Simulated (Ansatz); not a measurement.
# What LaAs (model cell, started as CsCl type) distorts into, part 3 of 3

Wanted: the energy along a soft mode of LaAs (model cell, started as CsCl type) and the structure at the end.

Ansatz 0.2.0; DFT PBEsol, scalar-relativistic, plane waves, PAW.

So far. Step 5 (Energy along the mode, all amplitudes (two of the runs …): The lowest of the steps tried is at 0.45 Å, 18.3 meV/atom below the parent; the bottom of the well need not coincide with a step. Step 7 (The new phase in its own primitive cell): The largest force component left is 0.025 meV/Å and the pressure is 0.000 GPa, within the tolerances set. The cell now holds 25.45 Å³/atom. The relaxed cell has a, b, c = 7.448, 14.939, 3.659 Å (conventional setting).

The structure was built from a prototype and need not be the compound's stable phase.

### 8. Modes of the new phase, k-mesh 6×6×8

A relaxed structure may still be a saddle point, so its zone-centre modes are computed. No field response is asked, since the mesh shows no gap.

Contents of input.yaml:

```yaml
crystal:
  lattice:
    - [3.7240732624, -7.4697195895, 0.0]
    - [3.7240732624, 7.4697195895, 0.0]
    - [0.0, 0.0, 3.6591230746]
  atoms:
    - { symbol: La, position: [0.0, 0.0, 0.0] }
    - { symbol: La, position: [0.5, 0.5, 0.0] }
    - { symbol: La, position: [0.25, 0.75, 0.1303816848] }
    - { symbol: La, position: [0.75, 0.25, 0.8696183152] }
    - { symbol: As, position: [0.8722521046, 0.6277478954, 0.5] }
    - { symbol: As, position: [0.3722521046, 0.1277478954, 0.5] }
    - { symbol: As, position: [0.1277478954, 0.3722521046, 0.5] }
    - { symbol: As, position: [0.6277478954, 0.8722521046, 0.5] }
kpoints:
  mp_grid: { grid: [6, 6, 8] }
hamiltonian:
  xc: pbesol
scf:
  occupations: { method: methfessel_paxton, width: 0.15 }
output:
  eigenvalues: true
phonons:
  method: dfpt
```

Run with:

```
> ansatz run input.yaml --threads 4 --pin off --max-ram 7168MiB --backend cpu --events-out ev --progress --plain --runs-dir out
```

Numbers of over 12 decimals in the logs are rounded to 6 here.

Output:

```text
Engine: ansatz 0.2.0, aarch64-unknown-linux-gnu
Pseudopotentials: kind: paw
Pseudopotential: La, paw, valence charge 11, recommended cutoff 420 eV (normal), La.paw.azcp
Pseudopotential: As, paw, valence charge 15, recommended cutoff 420 eV (normal), As.paw.azcp
Functional definition: PBEsol
  exchange = pbesol_x
  correlation = pbesol_c
Crystal: 8 atoms, lattice volume = 203.577 Å³
Basis set: ecut = 420 eV, 3965 PW (Γ), exchange–correlation on 120×120×50 points (8 copies of the dense FFT grid, shifted against one another)
Bands: 63, of which v1, the nominal top of the filled ones, is band 52 counted from 1 (51 counted from 0)
Symmetry: 8 space group operations
k-points: 148 of 288 (irreducible under 1 space group operation, time reversal used)
Non-local potential: La, projectors of the file, l = 0: 3, l = 1: 2, l = 2: 2, l = 3: 3
Non-local potential: As, projectors of the file, l = 0: 2, l = 1: 2, l = 2: 3, l = 3: 1
PAW form: soft (Blöchl's): semilocal exchange-correlation on the pseudo side does not see the compensation charge
PAW frozen core: La, regenerated for the run's functional, and the local potential with it (the file was generated under x = pbe(κ = 0.804, μ = 0.219515), c = pbe(β = 0.066725))
PAW frozen core: As, regenerated for the run's functional, and the local potential with it (the file was generated under x = pbe(κ = 0.804, μ = 0.219515), c = pbe(β = 0.066725))
PAW one-centre angular grid: La, 590 points (default); XC on 64 Gauss nodes
PAW one-centre angular grid: As, 590 points (default); XC on 64 Gauss nodes
Initial density: superposition of atomic densities (neutral atoms: chi_scale 0, normalization atom), corrected by the library's trained network
Initial wavefunctions: pseudopotential atomic-orbital guess
Functional: x = pbesol(κ = 0.804, μ = 0.123457), c = pbesol(β = 0.046)
SCF iter   1: F=—  HF=-43907.188786 eV  |F-HF|=—  |Δ(HF+E_count)|=         —  Δρ=4.82e-3  dr2=3.91e-2  ethr=1.77e-3  ⟨swp⟩=5.6  Hψ=34543  notcnv=0
preconditioner: auto → Kerker (q_TF=auto, 2.439 Å⁻¹)  [metal: Δε(μ)=0.008 eV  Ē_g=10.714 eV  σ=0.150 eV  W_gap=0.05  n_scr=56 (ndim 8)  ℏωp=19.5 eV  f_vac=0.000  D(μ)=2.45/eV (n_scr^D=6)]
SCF iter   2: F=—  HF=-43907.178498 eV  |F-HF|=—  |Δ(HF+E_count)|=   1.03e-2  S|Δr|=    0.00e0  Δρ=2.67e-3  dr2=1.40e-2  ethr=3.76e-5  ⟨swp⟩=2.5  Hψ=16008  notcnv=0  defer=633
SCF iter   3: F=—  HF=-43907.177175 eV  |F-HF|=—  |Δ(HF+E_count)|=   1.32e-3  S|Δr|=    0.00e0  Δρ=4.68e-4  dr2=4.75e-4  ethr=1.35e-5  ⟨swp⟩=2.6  Hψ=14359  notcnv=0  defer=633
SCF iter   4: F=—  HF=-43907.177262 eV  |F-HF|=—  |Δ(HF+E_count)|=   8.72e-5  S|Δr|=    0.00e0  Δρ=1.66e-4  dr2=8.56e-5  ethr=4.56e-7  ⟨swp⟩=2.0  Hψ=16395  notcnv=0  defer=633
SCF iter   5: F=—  HF=-43907.177157 eV  |F-HF|=—  |Δ(HF+E_count)|=   1.05e-4  S|Δr|=    0.00e0  Δρ=8.23e-5  dr2=1.57e-5  ethr=8.23e-8  ⟨swp⟩=2.0  Hψ=16382  notcnv=0  defer=633
SCF iter   6: F=—  HF=-43907.177158 eV  |F-HF|=—  |Δ(HF+E_count)|=   1.24e-6  S|Δr|=    0.00e0  Δρ=1.96e-5  dr2=7.39e-7  ethr=1.51e-8  ⟨swp⟩=2.1  Hψ=10812  notcnv=0  defer=633
SCF iter   7: F=—  HF=-43907.177015 eV  |F-HF|=—  |Δ(HF+E_count)|=   1.44e-4  S|Δr|=    0.00e0  Δρ=4.59e-6  dr2=8.73e-8  ethr=7.10e-10  ⟨swp⟩=2.0  Hψ=17000  notcnv=0  defer=636
SCF iter   8: F=—  HF=-43907.177015 eV  |F-HF|=—  |Δ(HF+E_count)|=   1.16e-8  S|Δr|=    0.00e0  Δρ=1.51e-6  dr2=7.10e-9  ethr=8.40e-11  ⟨swp⟩=2.8  Hψ=16698  notcnv=0  defer=636
SCF iter   9: F=—  HF=-43907.177015 eV  |F-HF|=—  |Δ(HF+E_count)|=  7.57e-10  S|Δr|=    0.00e0  Δρ=4.34e-7  dr2=8.88e-10  ethr=6.83e-12  ⟨swp⟩=2.1  Hψ=12140  notcnv=0  defer=639
SCF iter  10: F=—  HF=-43907.177015 eV  |F-HF|=—  |Δ(HF+E_count)|=  1.24e-10  S|Δr|=    0.00e0  Δρ=1.86e-7  dr2=8.17e-11  ethr=1.00e-12  ⟨swp⟩=2.3  Hψ=16232  notcnv=0  defer=639
SCF iter  11: F=-43907.177015 eV  HF=-43907.177015 eV  |F-HF|=1.46e-11  |Δ(HF+E_count)|=  2.18e-11  S|Δr|=    0.00e0  Δρ=4.13e-8  dr2=5.55e-12  ethr=1.00e-12  ⟨swp⟩=17.3  Hψ=55272  notcnv=0
SCF 1 converged in 11 iterations: F = -43907.177015 eV  dr2 = 5.55e-12
[...]
DFPT response loops at Γ: preconditioner auto → Kerker (q_TF=auto, 2.439 Å⁻¹) (partly filled bands, converged f_vac=0.000); β = 1.00, the filter's whole step (`scf.mixing.beta` (0.50) is not read by the response loops under this deck's `scf.mixing.preconditioner`; to damp them name `kerker` or `kerker_dos`, under which they read `scf.mixing.beta`, and type it under 1.00, their step now; both keys bind the ground state too); Broyden in place of MSR1
the response loops of the zone centre start from zero, take more passes and end by a threshold: the memory limit or budget leaves too little room for the subspace of the ground state's own states beside the solves, or none could be made (phonons.method)
```

Wall time 20 min (4 threads of Arm Neoverse V2, shared host); peak memory 5 GiB.

The run was cut off at the time limit after its SCF cycle had converged; no result of it is taken.

The program's message: “Warning: RAYON”

### 9. The phases reached

The phases reached along the modes that were followed are set side by side.

Energies are those of the first relaxation, on the mesh of the frozen mode; space group, volume and gap are those of the last relaxation. Phases, by row:

```csv
mode frozen in,space group,energy from parent (meV/atom),volume (Å³/atom),gap on mesh (eV),lowest zone-centre optical mode (cm⁻¹),largest shift (Å)
parent,Pm-3m,0,25.04,0,–,–
"q = (0, -0.5, -0.5), 70i cm⁻¹",P4/nmm,-56.44,25.55,0,64.3,0.451
"q = (0, 0.25, -0.5), 67i cm⁻¹",Cmme,-24.18,25.45,0,–,0.477
```

### 10. Outcome

```
unstable mode of the parent                                                      : q = (0, 0.25, -0.5), 68i cm⁻¹
depth at the lowest point sampled                                                : 18.3 meV/atom
largest atomic shift at that point                                               : 0.45 Å
space group reached (within 0.01 Å)                                              : Cmme
energy gained over the parent (first relaxation, on the mesh of the frozen mode) : 24.2 meV/atom
volume per atom, phase reached                                                   : 25.4 Å³
```

What this shows: Along this mode the structure falls into Cmme, 24.2 meV/atom below the parent. At the parent's cell the well is 18.30 meV/atom deep on the steps tried, with its lowest point at a shift of 0.45 Å. Relaxing atoms and cell changes the gain by +5.88 meV/atom against the lowest step (energies at zero smearing). The modes of the phase reached were not computed on this path. Of the 2 patterns followed to their end from this parent, this one ends 32.3 meV/atom above the lowest, P4/nmm. Each path keeps the symmetry of its pattern, so a lower phase may lie along a pattern not tried. With no gap, or one that is small against the smearing, the frequencies hang on the k mesh and the smearing, most of all near Kohn anomalies. A semilocal functional can close a gap that the real compound would have, so the metallic treatment may be an artefact of the level. Spin-orbit coupling is left out, which can matter for the heavy elements here. A phonon run warned that its eigensolver left some bands unconverged in a pass. The starting cell was built on a prototype and not taken from a measurement, so the phase need not exist.

[Logs are printed without paths, hosts, clocks, repeated set-up lines and the standing remarks that a program may print on its own settings, such as how far it seeks lower states.]

[Hosts, paths, dates, database ids (printed as entryN), source tags and the programs' standing remarks are cut or masked in the printed files.]
